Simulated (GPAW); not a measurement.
Consider Sr2MoO4 (I4/mmm).

```xyz
7
Lattice="-1.9468 1.9468 6.4837 1.9468 -1.9468 6.4837 1.9468 1.9468 -6.4837" Properties=species:S:1:pos:R:3 pbc="T T T"
Mo    0.0000    0.0000    0.0000
Sr    0.0000    0.0000    8.4151
Sr    0.0000    0.0000    4.5523
O     0.0000    0.0000    2.1160
O     0.0000    0.0000   10.8514
O     1.9468    0.0000    0.0000
O     0.0000    1.9468    0.0000
```

Absorber: atom 6, with 2 Mo at 1.95 Å (linear, site symmetry mmm). Method: GPAW, LDA, excited-electron core hole (neutral cell), 28-atom cell with 7.0 Å between holes, 3×3×3 k points, dipole transitions, Gaussian full width 0.9 eV up to 4 eV, rising linearly to 3.5 eV at 25 eV.

Question: Predict the near-edge structure at the O K edge.

Main maxima up to 24 eV above the zero (height): 0.5 eV (1.90), 4.9 eV (2.72), 11.8 eV (1.46) and 19.2 eV (0.86). A K edge sees empty p states; the first features are O p mixed into the empty d states of the Mo neighbours, and the broad ones above probably into the cations' higher empty bands. The total-energy difference is 535.12 eV. One term is added: -8.83 eV, since the hole is spin-paired here and a spin-polarised one costs that much less in the free atom (computed apart). The photon energy is then 526.29 eV. The functional leaves an error in such absolute values: in the free atom LDA prices this hole 4.1 eV below PBE (computed apart), and PBE is itself good to a few eV.

The O K spectrum (energy from the lowest empty level; intensity scaled to a mean of 1 over the first 20 eV; polarised curves are means over the symmetry-equivalent atoms):

```csv
E (eV),isotropic,ε ⊥ c,ε ∥ c
-2.0,0.00,0.00,0.00
-1.5,0.00,0.00,0.00
-1.0,0.01,0.01,0.00
-0.5,0.20,0.21,0.17
0.0,1.09,0.90,1.47
0.5,1.90,1.26,3.19
1.0,1.17,0.79,1.94
1.5,0.32,0.30,0.36
2.0,0.19,0.17,0.23
2.5,0.48,0.52,0.40
3.0,1.07,1.33,0.54
3.5,1.39,1.70,0.76
4.0,1.49,1.66,1.15
4.5,2.32,2.56,1.82
5.0,2.70,3.11,1.86
5.5,2.16,2.54,1.41
6.0,1.67,1.91,1.19
6.5,1.33,1.51,0.97
7.0,0.96,1.06,0.75
7.5,0.73,0.71,0.77
8.0,0.69,0.58,0.91
8.5,0.69,0.55,0.99
9.0,0.68,0.54,0.97
9.5,0.72,0.62,0.92
10.0,0.81,0.79,0.86
10.5,0.99,1.06,0.84
11.0,1.24,1.42,0.87
11.5,1.44,1.71,0.89
12.0,1.44,1.74,0.83
12.5,1.27,1.55,0.71
13.0,1.02,1.24,0.60
13.5,0.78,0.90,0.54
14.0,0.60,0.63,0.52
14.5,0.48,0.46,0.51
15.0,0.42,0.38,0.48
15.5,0.40,0.38,0.46
16.0,0.43,0.42,0.46
16.5,0.49,0.48,0.50
17.0,0.56,0.57,0.56
17.5,0.65,0.66,0.65
18.0,0.75,0.73,0.77
18.5,0.82,0.78,0.90
19.0,0.85,0.77,1.01
19.5,0.85,0.73,1.08
20.0,0.81,0.66,1.10
20.5,0.74,0.59,1.06
21.0,0.68,0.52,0.99
21.5,0.61,0.46,0.92
22.0,0.56,0.42,0.86
22.5,0.53,0.38,0.81
23.0,0.50,0.37,0.77
23.5,0.49,0.36,0.75
24.0,0.49,0.37,0.74
24.5,0.50,0.39,0.73
25.0,0.53,0.42,0.74
25.5,0.56,0.46,0.74
26.0,0.59,0.51,0.75
26.5,0.62,0.55,0.75
27.0,0.65,0.60,0.75
27.5,0.68,0.64,0.76
28.0,0.70,0.67,0.77
28.5,0.73,0.69,0.80
29.0,0.76,0.72,0.85
29.5,0.81,0.76,0.90
30.0,0.87,0.82,0.97
30.5,0.94,0.90,1.03
31.0,1.03,1.00,1.07
31.5,1.12,1.13,1.10
```

The unit cell's mesh shows no gap over 0.35 eV. That is right for a metallic compound; for a small-gap or correlated insulator it would be the fault of the functional or of the assumed magnetic order, and the hole would be screened too well. The crystal has 2 inequivalent O sites and not all are shown here, while a measurement adds them all. The mesh is coarse (0.32 Å⁻¹ between points), so small maxima may be mesh ripples. The structure is a computed Materials Project entry and may be a hypothetical form.

[Banner, clock and machine lines of the logs are left out without a mark of their own.]

[Logs are printed without paths, hosts, clocks, repeated set-up lines and the standing remarks that a program may print on its own settings, such as how far it seeks lower states.]

[Hosts, paths, dates, database ids (printed as entryN), source tags and the programs' standing remarks are cut or masked in the printed files.]

[Lists of maxima count a maximum above −3 eV only where it reaches 4 % of the highest in the window and stands out from its surroundings by 2 % of it (1.5 % where it reaches 55 %); shoulders and weaker maxima are passed over, and of the rest the first, up to two pre-edge ones and the few strongest are named.]
